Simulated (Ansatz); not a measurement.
# What TiSn (model cell, started as zinc blende) distorts into, part 2 of 3

Aim: this structure of TiSn (model cell, started as zinc blende) is to be tested for unstable modes, and one is followed downhill.

Ansatz 0.2.0; DFT PBEsol, scalar-relativistic, plane waves, PAW.

So far, highest frequency on path, mesh or solved points (cm⁻¹): step 2 (response at finite wavevector) 242. Also lowest frequency on the path (cm⁻¹): step 2 -59.0.

The structure was built from a prototype and need not be the compound's stable phase.

## Step 3: The mode frozen in, largest atomic shift 0 Å

The mode followed lies at q = (0, 0.25, -0.5) with frequency 51.9i cm⁻¹, one of the unstable modes though not the softest. At small amplitude the pattern taken leaves space group no. 8 by a symmetry search on the positions. The undistorted cell that holds it gives the zero of energy on the same k mesh.

System of this step: TiSn (model cell, started as zinc blende). Symmetry: F-43m, No. 216, cubic system. The conventional cell has a = 6.223 Å, b = 6.223 Å, c = 6.223 Å, α = 90.00°, β = 90.00°, γ = 90.00°. Nearest to Ti lie 4 Sn at 2.69 Å. Nearest to Sn lie 4 Ti at 2.69 Å. Farther neighbours, and contacts between anions beyond the nearest, are not listed.

The input, input.yaml:

```yaml
crystal:
  lattice:
    - [0.0, -3.1114707669, -3.1114707669]
    - [6.2229415338, 3.1114707669, -3.1114707669]
    - [3.1114707669, -6.2229415338, 3.1114707669]
  atoms:
    - { symbol: Ti, position: [0.75, 0.75, 0.5] }
    - { symbol: Ti, position: [0.5, 0.5, 0.0] }
    - { symbol: Ti, position: [0.25, 0.25, 0.5] }
    - { symbol: Ti, position: [0.0, 0.0, 0.0] }
    - { symbol: Sn, position: [0.1875, 0.9375, 0.625] }
    - { symbol: Sn, position: [0.9375, 0.6875, 0.125] }
    - { symbol: Sn, position: [0.6875, 0.4375, 0.625] }
    - { symbol: Sn, position: [0.4375, 0.1875, 0.125] }
kpoints:
  mp_grid: { grid: [8, 4, 8] }
hamiltonian:
  xc: pbesol
scf:
  occupations: { method: gaussian, width: 0.01 }
output:
  forces: true
  stress: true
  eigenvalues: true
```

On the command line:

```console
ansatz run input.yaml --threads 4 --pin off --max-ram 7168MiB --backend cpu --events-out ev --progress --plain --runs-dir out
```

What it wrote:

```text
[...]
Crystal: 8 atoms, lattice volume = 240.983 Å³
Basis set: ecut = 420 eV, 4757 PW (Γ), exchange–correlation on 60×108×108 points (8 copies of the dense FFT grid, shifted against one another)
Bands: 63, of which v1, the nominal top of the filled ones, is band 52 counted from 1 (51 counted from 0)
Symmetry: 8 space group operations
[...]
k-point 0: bands = [... 48 lower, 6.4364, 6.4365, 6.6431, 6.6431, 7.6171, 7.6171, 7.8534, 7.8534, ... 6 higher]
  k-point 1: bands = [... 48 lower, 6.4344, 6.4345, 6.5546, 6.7486, 7.4454, 7.7729, 7.8455, 7.8455, ... 6 higher]
  k-point 2: bands = [... 48 lower, 6.4258, 6.4893, 6.5827, 6.8577, 7.2947, 7.8266, 7.8267, 7.8870, ... 6 higher]
  k-point 77: bands = [... 48 lower, 6.5827, 6.5827, 6.8576, 6.8576, 7.2947, 7.2947, 7.8870, 7.8870, ... 6 higher]
[key lines of the parts left out:]
SCF converged after 7 iterations
Free energy (F): -33688.083290 eV
Fermi energy:    7.079138 eV
P = ⅓ Tr σ = 0.0090 GPa (0.090 kbar)
```

It took 26 s on 4 threads of Arm Neoverse V1, shared host; peak memory 1.2 GiB; 1.7 min of CPU time.

This step gave:

| Item | Value |
| --- | --- |
| pressure | 0.009003 GPa |
| energy from the undistorted cell | 0 meV/atom |

The run ends at a pressure of 0.01 GPa, with forces up to 8.8e-4 eV/Å.

## Step 4: The mode frozen in, largest atomic shift 0.6 Å

The atoms are moved along the unstable eigenvector, the largest shift by 0.6 Å, with the cell fixed.

The input, input.yaml:

```yaml
crystal:
  lattice:
    - [0.0, -3.1114707669, -3.1114707669]
    - [6.2229415338, 3.1114707669, -3.1114707669]
    - [3.1114707669, -6.2229415338, 3.1114707669]
  atoms:
    - { symbol: Ti, position: [0.7483132406, 0.7060936496, 0.5033735188] }
    - { symbol: Ti, position: [0.4599915101, 0.4983289529, 0.0800169799] }
    - { symbol: Ti, position: [0.2516867594, 0.2939063504, 0.4966264812] }
    - { symbol: Ti, position: [0.0400084899, 0.0016710471, -0.0800169799] }
    - { symbol: Sn, position: [0.2283446563, 0.9401904268, 0.5433106873] }
    - { symbol: Sn, position: [0.9373371577, 0.7310969611, 0.1253256845] }
    - { symbol: Sn, position: [0.6466553437, 0.4348095732, 0.7066893127] }
    - { symbol: Sn, position: [0.4376628423, 0.1439030389, 0.1246743155] }
kpoints:
  mp_grid: { grid: [8, 4, 8] }
hamiltonian:
  xc: pbesol
scf:
  occupations: { method: gaussian, width: 0.01 }
output:
  forces: true
  stress: true
  eigenvalues: true
```

What it wrote:

```text
[...]
Crystal: 8 atoms, lattice volume = 240.983 Å³
Basis set: ecut = 420 eV, 4757 PW (Γ), exchange–correlation on 60×108×108 points (8 copies of the dense FFT grid, shifted against one another)
Bands: 63, of which v1, the nominal top of the filled ones, is band 52 counted from 1 (51 counted from 0)
Symmetry: 2 space group operations
[...]
k-point 0: bands = [... 48 lower, 6.8455, 6.9683, 7.0175, 7.0342, 7.2169, 7.7778, 7.8544, 7.9205, ... 7 higher]
  k-point 1: bands = [... 48 lower, 6.8233, 6.9383, 7.0374, 7.0559, 7.2352, 7.7699, 7.8502, 7.9332, ... 7 higher]
  k-point 2: bands = [... 48 lower, 6.7932, 6.9274, 7.0760, 7.0915, 7.2545, 7.7737, 7.8518, 7.9418, ... 7 higher]
  k-point 77: bands = [... 48 lower, 6.7645, 6.8453, 7.0291, 7.1254, 7.2730, 7.6811, 7.7387, 7.8182, ... 7 higher]
[key lines of the parts left out:]
SCF converged after 9 iterations
Free energy (F): -33688.561746 eV
Fermi energy:    7.272073 eV
P = ⅓ Tr σ = -4.3164 GPa (-43.164 kbar)
```

The job ended after 30 s (4 threads; peak memory 1.1 GiB).

Numbers from this step:

```
pressure                         : -4.316 GPa
gap on the k-mesh                : 0 eV
energy from the undistorted cell : -59.78 meV/atom
```

The energy, extrapolated to zero smearing, is -59.78 meV/atom against the undistorted cell.

The run ends at a pressure of -4.32 GPa, with forces up to 0.72 eV/Å.

## Step 5: Energy along the mode, all amplitudes (two of the runs are shown above)

An imaginary frequency means negative curvature, so the energy should fall and then rise again as anharmonic terms take over.

Numbers from this step:

- depth at the lowest point sampled: 59.78 meV/atom
- largest atomic shift at that point: 0.6 Å

The energy from the parent by largest atomic shift:

| largest atomic shift (Å) | energy from the parent (meV/atom) |
| --- | --- |
| 0.000 | 0 |
| 0.040 | -0.425 |
| 0.080 | -1.69 |
| 0.140 | -5.04 |
| 0.220 | -11.8 |
| 0.320 | -22.8 |
| 0.450 | -38.6 |
| 0.600 | -59.8 |

Displacement at unit largest shift by atom:

| atom | x (Å) | y (Å) | z (Å) | size |
| --- | --- | --- | --- | --- |
| Ti1 | -0.438 | -0.254 | 0.254 | 0.566 |
| Ti2 | 0.398 | -0.631 | 0.631 | 0.977 |
| Ti3 | 0.438 | 0.254 | -0.254 | 0.566 |
| Ti4 | -0.398 | 0.631 | -0.631 | 0.977 |
| Sn5 | -0.396 | 0.649 | -0.649 | 1.000 |
| Sn6 | 0.454 | 0.224 | -0.224 | 0.554 |
| Sn7 | 0.396 | -0.649 | 0.649 | 1.000 |
| Sn8 | -0.454 | -0.224 | 0.224 | 0.554 |

The energy still falls at the last step, so the rise lies beyond the steps tried.

## Step 6: Relaxing from the distorted cell

Starting from the lowest point found, all atoms and the cell are let go, so that strain and other modes of the same symmetry can join in.

Changes to input.yaml since step 4:

```diff
@@ -24 +24,6 @@
   eigenvalues: true
+relax:
+  adjacent_minimum: "off"
+  f_tol: 0.002
+  max_steps: 120
+  cell: { stress_tol: 0.03 }
```

What it wrote:

```text
[...]
Crystal: 8 atoms, lattice volume = 240.983 Å³
Basis set: ecut = 420 eV, 4757 PW (Γ), exchange–correlation on 60×108×108 points (8 copies of the dense FFT grid, shifted against one another)
Bands: 63, of which v1, the nominal top of the filled ones, is band 52 counted from 1 (51 counted from 0)
Symmetry: 2 space group operations
[...]
k-points: 78 of 256 (time reversal used)
[...]
SCF iter   1: F=—  HF=-33688.609764 eV  |F-HF|=—  |Δ(HF+E_count)|=         —  Δρ=9.97e-3  dr2=4.11e-1  ethr=1.77e-3  ⟨swp⟩=7.0  Hψ=19466  notcnv=0  defer=2
[...]
SCF iter   9: F=-33688.561746 eV  HF=-33688.561746 eV  |F-HF|=9.84e-9  |Δ(HF+E_count)|=  8.22e-10  Δρ=2.45e-6  dr2=2.82e-8  ethr=9.62e-11  ⟨swp⟩=11.0  Hψ=17759  notcnv=0
SCF 1 converged in 9 iterations: F = -33688.561746 eV  dr2 = 2.82e-8
[...]
relax step   1: F+E_penalty+E_count = -33688.56174607 eV  Δ(F+E_penalty+E_count) = +0.000e0 eV  max|allowed force component| = 4.512e-1 eV/Å  Δτ_max = 0.0000 Å  P = -4.316 GPa  Ω = 240.983 Å³  (9 SCF iters, dr2 threshold 1.00e-7 eV, accepted)
Crystal: 8 atoms, lattice volume = 215.293 Å³
Basis set: ecut = 420 eV, 4215 PW (Γ), exchange–correlation on 60×108×108 points (8 copies of the dense FFT grid, shifted against one another)
[...]
SCF iter   1: F=—  HF=-33689.829374 eV  |F-HF|=—  |Δ(HF+E_count)|=         —  Δρ=2.42e-2  dr2=4.59e0  ethr=3.10e-3  ⟨swp⟩=8.4  Hψ=20189  notcnv=0  defer=1
[...]
SCF iter   9: F=-33689.485124 eV  HF=-33689.485124 eV  |F-HF|=1.15e-7  |Δ(HF+E_count)|=   4.28e-8  Δρ=5.92e-6  dr2=1.94e-7  ethr=7.69e-10  ⟨swp⟩=11.8  Hψ=20772  notcnv=0
SCF 2 converged in 9 iterations: F = -33689.485124 eV  dr2 = 1.94e-7
relax step   2: F+E_penalty+E_count = -33689.48512380 eV  Δ(F+E_penalty+E_count) = -9.234e-1 eV  max|allowed force component| = 8.363e-1 eV/Å  Δτ_max = 0.1949 Å  P = -0.756 GPa  Ω = 215.293 Å³  energy of the carried Pulay correction = +2.467e-3 eV  (9 SCF iters, dr2 threshold 8.00e-7 eV, accepted)
Crystal: 8 atoms, lattice volume = 199.154 Å³
Basis set: ecut = 420 eV, 3885 PW (Γ), exchange–correlation on 60×108×108 points (8 copies of the dense FFT grid, shifted against one another)
SCF iter   1: F=—  HF=-33690.884308 eV  |F-HF|=—  |Δ(HF+E_count)|=         —  Δρ=2.38e-2  dr2=3.94e0  ethr=3.10e-3  ⟨swp⟩=8.5  Hψ=18851  notcnv=0
[...]
SCF iter   8: F=-33690.509892 eV  HF=-33690.509892 eV  |F-HF|=3.25e-7  |Δ(HF+E_count)|=   6.84e-7  Δρ=1.39e-5  dr2=7.04e-7  ethr=7.69e-10  ⟨swp⟩=10.8  Hψ=23669  notcnv=0
SCF 3 converged in 8 iterations: F = -33690.509892 eV  dr2 = 7.04e-7
relax step   3: F+E_penalty+E_count = -33690.50989201 eV  Δ(F+E_penalty+E_count) = -1.025e0 eV  max|allowed force component| = 1.226e0 eV/Å  Δτ_max = 0.1967 Å  P = +1.446 GPa  Ω = 199.154 Å³  energy of the carried Pulay correction = +4.164e-3 eV  (8 SCF iters, dr2 threshold 8.00e-7 eV, accepted)
[... from here on, the SCF cycles and remarks between the steps are left out ...]
relax step   4: F+E_penalty+E_count = -33691.56713189 eV  Δ(F+E_penalty+E_count) = -1.057e0 eV  max|allowed force component| = 1.388e0 eV/Å  Δτ_max = 0.1944 Å  P = +3.862 GPa  Ω = 186.853 Å³  energy of the carried Pulay correction = +5.544e-3 eV  (8 SCF iters, dr2 threshold 8.00e-7 eV, accepted)
relax step   5: F+E_penalty+E_count = -33692.53190573 eV  Δ(F+E_penalty+E_count) = -9.648e-1 eV  max|allowed force component| = 7.643e-1 eV/Å  Δτ_max = 0.1949 Å  P = +2.417 GPa  Ω = 185.143 Å³  energy of the carried Pulay correction = +5.743e-3 eV  (8 SCF iters, dr2 threshold 8.00e-7 eV, accepted)
relax step   6: F+E_penalty+E_count = -33692.95204475 eV  Δ(F+E_penalty+E_count) = -4.201e-1 eV  max|allowed force component| = 5.653e-1 eV/Å  Δτ_max = 0.1949 Å  P = +0.491 GPa  Ω = 186.701 Å³  energy of the carried Pulay correction = +5.562e-3 eV  (8 SCF iters, dr2 threshold 8.00e-7 eV, accepted)
relax step   7: F+E_penalty+E_count = -33693.31800476 eV  Δ(F+E_penalty+E_count) = -3.660e-1 eV  max|allowed force component| = 3.621e-1 eV/Å  Δτ_max = 0.2000 Å  P = +0.371 GPa  Ω = 183.125 Å³  energy of the carried Pulay correction = +5.979e-3 eV  (8 SCF iters, dr2 threshold 8.00e-7 eV, accepted)
relax step   8: F+E_penalty+E_count = -33693.68028668 eV  Δ(F+E_penalty+E_count) = -3.623e-1 eV  max|allowed force component| = 3.962e-1 eV/Å  Δτ_max = 0.1870 Å  P = +0.211 GPa  Ω = 178.372 Å³  energy of the carried Pulay correction = +6.543e-3 eV  (8 SCF iters, dr2 threshold 8.00e-7 eV, accepted)
relax step   9: F+E_penalty+E_count = -33694.18317987 eV  Δ(F+E_penalty+E_count) = -5.029e-1 eV  max|allowed force component| = 5.573e-1 eV/Å  Δτ_max = 0.1988 Å  P = -0.196 GPa  Ω = 174.298 Å³  energy of the carried Pulay correction = +7.038e-3 eV  (8 SCF iters, dr2 threshold 8.00e-7 eV, accepted)
relax step  10: F+E_penalty+E_count = -33694.84248451 eV  Δ(F+E_penalty+E_count) = -6.593e-1 eV  max|allowed force component| = 7.162e-1 eV/Å  Δτ_max = 0.1957 Å  P = +0.388 GPa  Ω = 168.043 Å³  energy of the carried Pulay correction = +7.816e-3 eV  (8 SCF iters, dr2 threshold 8.00e-7 eV, accepted)
relax step  11: F+E_penalty+E_count = -33695.32184090 eV  Δ(F+E_penalty+E_count) = -4.794e-1 eV  max|allowed force component| = 5.018e-1 eV/Å  Δτ_max = 0.1978 Å  P = +1.194 GPa  Ω = 162.524 Å³  energy of the carried Pulay correction = +8.523e-3 eV  (8 SCF iters, dr2 threshold 8.00e-7 eV, accepted)
relax step  12: F+E_penalty+E_count = -33695.41388348 eV  Δ(F+E_penalty+E_count) = -9.204e-2 eV  max|allowed force component| = 2.665e-1 eV/Å  Δτ_max = 0.1706 Å  P = +0.026 GPa  Ω = 164.432 Å³  energy of the carried Pulay correction = +8.276e-3 eV  (7 SCF iters, dr2 threshold 8.00e-7 eV, accepted)
relax step  13: F+E_penalty+E_count = -33695.43341727 eV  Δ(F+E_penalty+E_count) = -1.953e-2 eV  max|allowed force component| = 1.279e-1 eV/Å  Δτ_max = 0.0785 Å  P = -0.080 GPa  Ω = 163.902 Å³  energy of the carried Pulay correction = +8.345e-3 eV  (7 SCF iters, dr2 threshold 8.00e-7 eV, accepted)
relax step  14: F+E_penalty+E_count = -33695.43502796 eV  Δ(F+E_penalty+E_count) = -1.611e-3 eV  max|allowed force component| = 8.578e-2 eV/Å  Δτ_max = 0.0347 Å  P = -0.228 GPa  Ω = 164.463 Å³  energy of the carried Pulay correction = +8.272e-3 eV  (6 SCF iters, dr2 threshold 8.00e-7 eV, accepted)
relax step  15: F+E_penalty+E_count = -33695.43847372 eV  Δ(F+E_penalty+E_count) = -3.446e-3 eV  max|allowed force component| = 1.739e-2 eV/Å  Δτ_max = 0.0199 Å  P = +0.076 GPa  Ω = 163.725 Å³  energy of the carried Pulay correction = +8.367e-3 eV  (6 SCF iters, dr2 threshold 7.48e-7 eV, accepted)
relax step  16: F+E_penalty+E_count = -33695.43856333 eV  Δ(F+E_penalty+E_count) = -8.962e-5 eV  max|allowed force component| = 1.335e-2 eV/Å  Δτ_max = 0.0050 Å  P = -0.074 GPa  Ω = 164.036 Å³  energy of the carried Pulay correction = +8.327e-3 eV  (6 SCF iters, dr2 threshold 9.92e-8 eV, accepted)
relax step  17: F+E_penalty+E_count = -33695.43869689 eV  Δ(F+E_penalty+E_count) = -1.336e-4 eV  max|allowed force component| = 2.192e-3 eV/Å  Δτ_max = 0.0026 Å  P = -0.003 GPa  Ω = 163.898 Å³  energy of the carried Pulay correction = +8.345e-3 eV  (6 SCF iters, dr2 threshold 5.26e-8 eV, accepted)
relax step  18: F+E_penalty+E_count = -33695.43869685 eV  Δ(F+E_penalty+E_count) = +4.633e-8 eV  max|allowed force component| = 2.345e-3 eV/Å  Δτ_max = 0.0008 Å  P = -0.007 GPa  Ω = 163.899 Å³  energy of the carried Pulay correction = +8.345e-3 eV  (6 SCF iters, dr2 threshold 3.00e-10 eV, accepted)
relax step  19: F+E_penalty+E_count = -33695.43869966 eV  Δ(F+E_penalty+E_count) = -2.812e-6 eV  max|allowed force component| = 7.728e-4 eV/Å  Δτ_max = 0.0005 Å  P = +0.003 GPa  Ω = 163.886 Å³  energy of the carried Pulay correction = +8.347e-3 eV  (6 SCF iters, dr2 threshold 3.44e-10 eV, accepted)
Basis set: ecut = 420 eV, 3205 PW (Γ), exchange–correlation on 48×100×108 points (8 copies of the dense FFT grid, shifted against one another)
[...]
SCF iter   7: F=-33695.433700 eV  HF=-33695.433700 eV  |F-HF|=0.00e0  |Δ(HF+E_count)|=  1.46e-11  Δρ=2.84e-8  dr2=4.50e-12  ethr=1.00e-12  ⟨swp⟩=6.0  Hψ=18339  notcnv=0
SCF 20 converged in 7 iterations: F = -33695.433700 eV  dr2 = 4.50e-12
relax step  20: F+E_penalty+E_count = -33695.43369991 eV  Δ(F+E_penalty+E_count) = +5.000e-3 eV  max|allowed force component| = 8.026e-4 eV/Å  Δτ_max = 0.0000 Å  P = +0.005 GPa  Ω = 163.886 Å³  stress off target by 1.25e-2 GPa  SCF on the basis re-selected at this cell (its energy is not comparable with the rows above)  (7 SCF iters)
basis re-selected at this cell: Δ(F+E_penalty+E_count) = +5.000e-3 eV, ΔP = +0.001 GPa vs the last step (what re-selecting the basis moved, of the pressure what is left beyond the Pulay correction that the steps carried, after the strain that the cell walked since its last selection, with what the two solves' SCF thresholds leave and, on support functions, any second-order correction that the steps lacked; it is no measure of the basis error at this ecutwfc). The dense FFT grid was sized anew with the basis: this SCF ran on 24×50×54 points, the steps before it on 30×54×54, so part of this shift can come from that change (see relax.cell in the input reference). [rest of the remark cut]
SCF converged after 7 iterations
Free energy (F): -33695.433700 eV
[...]
Internal energy: -33695.433140 eV  (E = F + TS)
E sigma→0 (E₀):  -33695.433420 eV
Entropy (-TS):   -0.000560 eV (-0.070 meV/atom)
Fermi energy:    12.879467 eV
[...]
--- Forces (eV/Å), atoms counted from 1 ---
  atom   1  Ti     0.00006303    -0.00003418     0.00003418
  atom   2  Ti     0.00025825    -0.00050464     0.00050464
  atom   3  Ti    -0.00027461     0.00049116    -0.00049116
  atom   4  Ti    -0.00020241     0.00000615    -0.00000615
  atom   5  Sn    -0.00043390    -0.00006367     0.00006367
  atom   6  Sn     0.00080264     0.00044073    -0.00044073
  atom   7  Sn    -0.00057086    -0.00015936     0.00015936
  atom   8  Sn     0.00035797    -0.00017559     0.00017559
  max |Σ_I F_I| component: 5.85e-7 eV/Å
--- Stress (GPa, compression-positive) ---
        0.011894       0.000862      -0.000862
        0.000862       0.000912      -0.009246
       -0.000862      -0.009246       0.000912
  P = ⅓ Tr σ = 0.0046 GPa (0.046 kbar)
--- Band table (eV; the first three rows and the last of 78) ---
  k-point 0: bands = [... 48 lower, 12.3703, 12.4286, 12.8149, 13.3237, 13.6807, 13.7893, 13.8441, 14.0276, ... 7 higher]
  k-point 1: bands = [... 48 lower, 12.3210, 12.4308, 12.7831, 13.3762, 13.6506, 13.7925, 13.8553, 14.0129, ... 7 higher]
  k-point 2: bands = [... 48 lower, 12.2080, 12.4297, 12.6846, 13.4562, 13.6070, 13.8007, 13.9188, 13.9798, ... 7 higher]
  k-point 77: bands = [... 48 lower, 11.9969, 12.0857, 12.1963, 12.4123, 12.5871, 12.8888, 13.1170, 13.4604, ... 7 higher]
--- Relaxed structure (19 steps of the walk, 19 accepted, 1 SCFs on fresh bases) ---
  F+E_penalty+E_count = -33695.43369991 eV   max|allowed force component| = 8.026e-4 eV/Å   (the final SCF, on the basis selected at the relaxed cell)
  cell:  # Å, volume = 163.8859 Å³
    - [0.0, -2.150000, -2.150000]
    - [6.092692, 3.028547, -3.028547]
    - [3.178892, -5.750367, 3.600367]
  atoms:
    - { symbol: Ti, position: [0.704209, 0.648767, 0.591583] }
    - { symbol: Ti, position: [0.378878, 0.556513, 0.242244] }
    - { symbol: Ti, position: [0.250279, 0.319167, 0.499442] }
    - { symbol: Ti, position: [0.101850, 0.042624, -0.203700] }
    - { symbol: Sn, position: [0.284989, 0.916294, 0.430022] }
    - { symbol: Sn, position: [1.011162, 0.738697, -0.022324] }
    - { symbol: Sn, position: [0.584351, 0.378541, 0.831297] }
    - { symbol: Sn, position: [0.434282, 0.149396, 0.131436] }
```

Elapsed: 12 min, on 4 threads; peak memory 1.4 GiB.

(Continued in part 3 of 3.)

[Long decimals in the printed logs are rounded to 6 places.]

[Logs are printed without paths, hosts, clocks, repeated set-up lines and the standing remarks that a program may print on its own settings, such as how far it seeks lower states.]

[Hosts, paths, dates, database ids (printed as entryN), source tags and the programs' standing remarks are cut or masked in the printed files.]

[Where the starting crystal was built by hand or by swapping elements, it need not be the compound's stable phase.]
